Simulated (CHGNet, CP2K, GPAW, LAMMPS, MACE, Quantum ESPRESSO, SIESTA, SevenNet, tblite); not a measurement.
# Codes compared on glassy 63SiO2-22Al2O3-15ZnO (mol %) (89 atoms)

Aim: run glassy 63SiO2-22Al2O3-15ZnO (mol %) (89 atoms) in several programs and set results and cost side by side. A plane-wave run serves as the reference.

Program: Quantum ESPRESSO 7.5. Level of theory: Kohn-Sham DFT, PBE, SSSP efficiency 1.3.0 pseudopotentials, plane waves. Values are calculated unless marked as measured.

## 1. Starting point

The cell holds 89 atoms: 17 Si, 12 Al, 4 Zn and 56 O. Cell: a = 10.382 Å, b = 10.382 Å, c = 10.382 Å, α = 90.0°, β = 90.0°, γ = 90.0°. 89 atoms (17 Si, 12 Al, 4 Zn, 56 O) placed at random at 2.7 g/cm³, melted at 4000 K for 10 ps at fixed volume with the Morse and Coulomb pair potential with partial charges (Pedone, Malavasi, Menziani, Cormack and Segre, J. Phys. Chem. B 110, 11780 (2006)). Quenched from 4000 K to 300 K at 20 K/ps and fixed volume, held 10 ps at zero pressure, then minimised at fixed cell.

## 2. Plane-wave reference

File pw.in:

```
&control
  calculation = 'scf'
  pseudo_dir = './pseudo'
  outdir = './tmp'
  disk_io = 'none'
  tprnfor = .true.
  tstress = .true.
/
&system
  ibrav = 0
  nat = 89
  ntyp = 4
  ecutwfc = 60
  ecutrho = 480
  nosym = .true.
  occupations = 'smearing'
  smearing = 'fd'
  degauss = 0.003675
/
&electrons
  conv_thr = 4.5e-07
  electron_maxstep = 100
  mixing_beta = 0.4
  mixing_mode = 'plain'
  diagonalization = 'david'
/
ATOMIC_SPECIES
Si 28.085 Si.upf
Al 26.982 Al.upf
Zn 65.380 Zn.upf
O 15.999 O.upf
CELL_PARAMETERS angstrom
10.38180 0.00000 0.00000
0.00000 10.38180 0.00000
0.00000 0.00000 10.38180
ATOMIC_POSITIONS crystal
Si 0.35603 0.78370 0.69473
Si 0.95919 0.42509 0.86233
Si 0.99278 0.68688 0.48352
Si 0.69972 0.38231 0.00552
Si 0.46196 0.19957 0.64577
Si 0.57059 0.65843 0.52038
Si 0.33498 0.71030 0.15088
Si 0.87305 0.61089 0.21689
Si 0.79230 0.52126 0.63727
Si 0.34931 0.10548 0.92042
Si 0.68936 0.82030 0.29629
Si 0.16760 0.44790 0.50982
[... 73 atom lines left out ...]
O 0.80135 0.91742 0.29348
O 0.36497 0.41640 0.17282
O 0.64687 0.75864 0.43094
O 0.27519 0.87314 0.59625
K_POINTS gamma
```

Started as:

```
> OMP_NUM_THREADS=1 mpirun -np 2 pw.x -in pw.in > output.txt
```

Standard output:

```text
Program PWSCF
     gamma-point specific algorithms are used
     Parallelization info
     sticks:   dense  smooth     PW     G-vecs:    dense   smooth      PW
     Min        7344    3675    915               670352   237059   29542
     Max        7345    3678    922               670361   237062   29543
     Sum       14689    7353   1837              1340713   474121   59085
     bravais-lattice index     =            0
     lattice parameter (alat)  =      19.6188  a.u.
     unit-cell volume          =    7551.1757 (a.u.)^3
     number of atoms/cell      =           89
     number of atomic types    =            4
     number of electrons       =       520.00
     number of Kohn-Sham states=          312
     kinetic-energy cutoff     =      60.0000  Ry
[... lines left out ...]
     scf convergence threshold =      4.5E-07
[... lines left out ...]
     number of k points=     1  Fermi-Dirac smearing, width (Ry)=  0.0037
[... lines left out ...]
     total energy              =   -4850.75666628 Ry
[... lines left out ...]
     total energy              =   -4856.34960649 Ry
[... lines left out ...]
     total energy              =   -4856.38718644 Ry
[... lines left out ...]
     total energy              =   -4856.42973419 Ry
[... lines left out ...]
     total energy              =   -4856.42973460 Ry
[... lines left out ...]
   -74.8503 -74.7965 -73.6704 -73.6295 -73.5312 -73.4335 -73.3066 -73.2891
   -16.8234 -16.5373 -16.3845 -16.3756 -16.1546 -16.0088 -15.8833 -15.6231
   -15.5731 -15.5521 -15.3642 -15.3446 -15.2795 -15.1900 -15.1729 -15.0211
[...]
12.4425  12.4725  12.5337  12.5881  12.6344  12.7192  12.7286  12.8360
    12.9172  12.9723  13.0356  13.0497  13.0725  13.1380  13.1941  13.2123
     the Fermi energy is     5.8017 ev
!    total energy              =   -4856.42973467 Ry
     estimated scf accuracy    <       0.00000005 Ry
     smearing contrib. (-TS)   =      -0.00000000 Ry
     internal energy E=F+TS    =   -4856.42973467 Ry
     The total energy is F=E-TS. E is the sum of the following terms:
     one-electron contribution =   -3299.53319547 Ry
     hartree contribution      =    1915.60329626 Ry
     xc contribution           =    -733.63321197 Ry
     ewald contribution        =   -1790.82520617 Ry
     one-center paw contrib.   =    -948.04141732 Ry
     convergence has been achieved in  12 iterations
     Forces acting on atoms (cartesian axes, Ry/au):
     atom    1 type  1   force =     0.02948728   -0.00906800    0.00403802
     atom    2 type  1   force =    -0.01554558   -0.03217503    0.02912410
     atom    3 type  1   force =    -0.01696491   -0.04763282   -0.03731246
[...]
atom   88 type  4   force =     0.01002591    0.00896832    0.04282353
     atom   89 type  4   force =    -0.03555672    0.01656329   -0.04997025
     Total force =     0.472966     Total SCF correction =     0.000468
     Computing stress (Cartesian axis) and pressure
          total   stress  (Ry/bohr**3)                   (kbar)     P=       79.90
   0.00049096   0.00007258   0.00005719           72.22       10.68        8.41
   0.00007258   0.00061914  -0.00000372           10.68       91.08       -0.55
   0.00005719  -0.00000372   0.00051930            8.41       -0.55       76.39
     Message from routine punch:
     Nothing written, as per user request (disk_io='none')
```

The job ended after 5.6 min (2 MPI ranks of Arm Neoverse V2, shared host; peak memory 3.3 GiB; 11 min of CPU time).

Banners and routine set-up lines are dropped from the logs; longer cuts are marked.

Numbers from this run:

| Quantity | Value |
| --- | --- |
| r.m.s. force component | 0.7442 eV/Å |
| longest force | 3.049 eV/Å |
| pressure | 7.99 GPa |
| gap (highest filled to lowest empty level) | 2.754 eV |

## 3. What was run beside it

The programs:
- CHGNet: machine-learned potential, published weights.
- CP2K 2026.2: Gaussian basis with GTH pseudopotentials and a plane-wave density; labels give functional, basis (MOLOPT sets; SR short-range, UZH the newer set with its own potentials), grid cutoff/relative cutoff and solver (OT: orbital transformation; TRS4, TC2, SIGN: linear-scaling purification with its sparsity filter), or its built-in tight binding.
- GPAW 26.7.0: PAW with atomic orbitals (LCAO), plane waves or a real-space grid of spacing h.
- MACE: machine-learned potential, published weights.
- Quantum ESPRESSO 7.5: plane waves; labels (QE) give functional, pseudopotential set and cutoffs of waves/density.
- SIESTA 5.4.2: numerical atomic orbitals, whose automatically made sets are far from complete, with PseudoDojo norm-conserving potentials that we converted to its format (checked against plane waves on the same files for H, C, O, Si, Ge and Ca alone); labels give functional, basis size, energy shift and mesh cutoff.
- SevenNet: machine-learned potential, published weights.
- tblite 0.8.0: extended tight binding, driven from Python.

All use the same cell and atoms; the electronic-structure runs use the same k-mesh, and an electronic temperature of 580 K (0.05 eV) where levels are smeared.

Differences are against the plane-wave reference, forces as r.m.s. over components; share is that over the reference's r.m.s. force, slope the least-squares factor from reference forces to these. Total energies of different programs have different zeros and aren't compared.

```tsv
run	Δ force, r.m.s. (meV/Å)	share (%)	slope	Δ pressure (GPa)	Δ gap (eV)	cores	CPU time	memory (GiB)
reference	-	-	-	-	-	2	11 min	3.3
CHGNet r2SCAN potential	223	29.9	0.756	-5.63	-	1	3.4 s	1.3
CP2K PBE, DZVP-MOLOPT-SR, 400/50 Ry, OT DIIS (coarse)	155	20.8	0.968	-0.196	-0.0419	4	6.9 min	2
CP2K PBE, DZVP-MOLOPT-SR, 800/50 Ry, diagonalisation	101	13.6	0.968	-0.392	-0.037	4	4 min	6
CP2K RPBE, PBE potentials, DZVP-MOLOPT-SR, 800/50 Ry, OT DIIS	137	18.4	0.955	0.861	0.0889	4	8.3 min	3.5
GPAW PBE, LCAO dzp, h 0.18 Å	285	38.3	1.294	-	-0.0955	1	2.3 min	1.5
GPAW PBE, LCAO dzp, h 0.25 Å (coarse)	982	132	1.213	-	-0.09	1	70 s	0.73
GPAW PBE, LCAO sz(dzp), h 0.18 Å (coarse)	1022	137	1.711	-	-0.456	1	43 s	1.2
GPAW PBE, LCAO szp(dzp), h 0.18 Å (coarse)	300	40.4	1.279	-	-0.173	1	1.8 min	1.4
MACE MP-0b2 small potential	82.1	11.0	0.961	-0.249	-	1	5.3 s	0.67
QE PBE, gbrv-1.5, 40/200 Ry	28.2	3.79	0.980	0.136	0.0122	2	3.8 min	1.3
SIESTA PBE, DZ, shift 0.01 Ry, mesh 500 Ry (coarse)	865	116	1.632	12.8	0.107	2	2.4 min	1.5
SIESTA PBE, DZP, shift 0.01 Ry, mesh 150 Ry (coarse)	147	19.8	1.119	2.15	0.129	2	84 s	0.84
SIESTA PBE, DZP, shift 0.01 Ry, mesh 500 Ry	145	19.5	1.123	2.16	0.128	2	5.7 min	2.3
SIESTA PBE, DZP, shift 0.04 Ry, mesh 500 Ry (coarse)	322	43.3	1.042	-9.02	0.567	2	3 min	1.6
SIESTA PBE, TZP, shift 0.01 Ry, mesh 500 Ry	103	13.8	1.093	0.527	0.105	4	8.1 min	3.2
SevenNet l3i5 potential	49.9	6.70	0.985	-0.414	-	1	8.6 s	1.6
tblite GFN1-xTB	514	69.1	0.590	7.32	-	1	5 s	0.13
```

Rows marked coarse use a setting chosen to be so.

Times of the machine-learned potentials are mostly Python's start and the loading of weights.

CPU time is summed over cores on a shared host, where runs went side by side, so it is rough. Symmetry, cutoffs, thresholds, outputs and thread counts weren't matched or tuned between programs; memory under MPI is the largest rank's times the ranks.

Mean charges by element (e), by run and scheme:

```tsv
run	scheme	Si	Al	Zn	O
CP2K PBE, DZVP-MOLOPT-SR, 800/50 Ry, diagonalisation	Mulliken	+0.78	+1.19	+0.74	-0.55
CP2K PBE, DZVP-MOLOPT-SR, 800/50 Ry, diagonalisation	Hirshfeld	+0.52	+0.49	+0.58	-0.30
CP2K RPBE, PBE potentials, DZVP-MOLOPT-SR, 800/50 Ry, OT DIIS	Mulliken	+0.81	+1.25	+0.81	-0.57
CP2K RPBE, PBE potentials, DZVP-MOLOPT-SR, 800/50 Ry, OT DIIS	Hirshfeld	+0.53	+0.50	+0.60	-0.31
SIESTA PBE, DZP, shift 0.01 Ry, mesh 500 Ry	Hirshfeld	+0.39	+0.34	+0.90	-0.25
SIESTA PBE, TZP, shift 0.01 Ry, mesh 500 Ry	Hirshfeld	+0.41	+0.36	+0.90	-0.27
tblite GFN1-xTB	Mulliken	+0.43	+0.54	+0.62	-0.29
```

Within one program, basis, potentials and functional, energies share a zero. Each run against its twin at the usual cutoff or grid and solver:

```tsv
run	twin	Δ energy (meV/atom)	Δ force, r.m.s. (meV/Å)	CPU time over the twin's
CP2K PBE, DZVP-MOLOPT-SR, 400/50 Ry, OT DIIS	DZVP-MOLOPT-SR, 800/50 Ry, diagonalisation	-2.73	120	1.7
GPAW PBE, LCAO dzp, h 0.25 Å	LCAO dzp, h 0.18 Å	426	952	0.51
SIESTA PBE, DZP, shift 0.01 Ry, mesh 150 Ry	DZP, shift 0.01 Ry, mesh 500 Ry	3.09	32.6	0.25
```

## 4. Outcome

- reference r.m.s. force component: 0.744 eV/Å
- nearest in forces: QE PBE, gbrv-1.5, 40/200 Ry, 3.8 %
- farthest in forces: GPAW PBE, LCAO sz(dzp), h 0.18 Å (coarse), 137 %
- cheapest electronic-structure run beside the reference: tblite GFN1-xTB, 5 s of CPU time

What this shows: PBE on plane waves or a grid with other potentials, cutoffs or grids, coarse settings apart, differs from the reference by 3.8 % (QE PBE, gbrv-1.5, 40/200 Ry) of the r.m.s. force; this holds the reference's own error, so differences of a few per cent don't tell which side is nearer the exact PBE result. The PBE runs in local orbitals, coarse settings apart, differ by 14 % (CP2K PBE, DZVP-MOLOPT-SR, 800/50 Ry, diagonalisation) to 38 % (GPAW PBE, LCAO dzp, h 0.18 Å); basis, grid and potentials can all enter. Tight binding differs by 69 % (tblite GFN1-xTB); it is another model, with fitted parameters of its own, and the xTB methods hold dispersion. Machine-learned potentials differ by 6.7 % (SevenNet l3i5 potential) to 30 % (CHGNet r2SCAN potential); they were trained on other programs' data, some at another functional. Rows with another functional or a dispersion term differ by 18 % (CP2K RPBE, PBE potentials, DZVP-MOLOPT-SR, 800/50 Ry, OT DIIS), which mixes the change of model with differences of basis and potentials, some of them made for another functional. Runs with settings chosen to be coarse differ by 20 % (SIESTA PBE, DZP, shift 0.01 Ry, mesh 150 Ry) to 137 % (GPAW PBE, LCAO sz(dzp), h 0.18 Å), their programs' other errors included. Of the electronic-structure runs that take under half the reference's CPU time, QE PBE, gbrv-1.5, 40/200 Ry comes nearest, at 3.8 % in 3.8 min against 11 min. GPAW PBE, LCAO dzp, h 0.18 Å stiffens the forces by a factor of 1.29 while following their directions (correlation 0.983); the difference isn't even, but is largest on one element. At the same functional, gaps differ from the reference's 2.75 eV by between -0.46 and +0.57 eV. A likely cause of the wide gaps: compact atomic orbitals describe empty levels worse than filled ones. In pressure, SIESTA PBE, DZ, shift 0.01 Ry, mesh 500 Ry misses by +12.8 GPa, at the same functional. Charges hang on model, scheme and program or settings: among these rows the mean for Al runs from +0.34 to +1.25 e. In the reference: filled and empty levels are parted by 2.75 eV (on the run's k-points); a semilocal functional tends to put such gaps too low. In a disordered cell it changes from sample to sample, and tail or defect levels can set it. Periodic xTB results under one method name differ between programs and library versions. The potentials hold different valence shells: 520 electrons in the reference, 488 in CP2K with DZVP-MOLOPT-SR and 488 in GPAW; this bears on time and differences. The reference's pressure holds the uncorrected Pulay stress of its 60 Ry basis, so small pressure differences, and their order, may be the reference's own error. Machine-learned potentials mimic data converged in k, so the reference's own k-point error enters their differences. The quench rate of 20 K/ps is many orders above laboratory rates, so the cell is likely richer in defects and strain than a real sample. The network of bonds at the start is that of the classical potential that made the cell, and needn't be the one that DFT or experiment would give. The reference's pressure of 8.0 GPa belongs to unrelaxed atoms and would change as they relax. The electronic-structure runs sample only Γ, in a cell whose shortest periodic width is 10 Å.

[Long decimals in the printed logs are rounded to 6 places.]

[Also dropped from logs without a mark: lines with file paths, logging warnings of Python, QE's lines on negative density and diagonalisation, SIESTA's first energy breakdown, zero terms and Voronoi charges.]

[Logs are printed without paths, hosts, clocks, repeated set-up lines and the standing remarks that a program may print on its own settings, such as how far it seeks lower states.]

[Hosts, paths, dates, database ids (printed as entryN), source tags and the programs' standing remarks are cut or masked in the printed files.]

[Not all failed runs are listed: runs killed by the host, ended in a Python traceback or in CONQUEST's support-function errors, and SIESTA runs with faulty potentials for Cu, Fe, Ni or Zn are left out.]
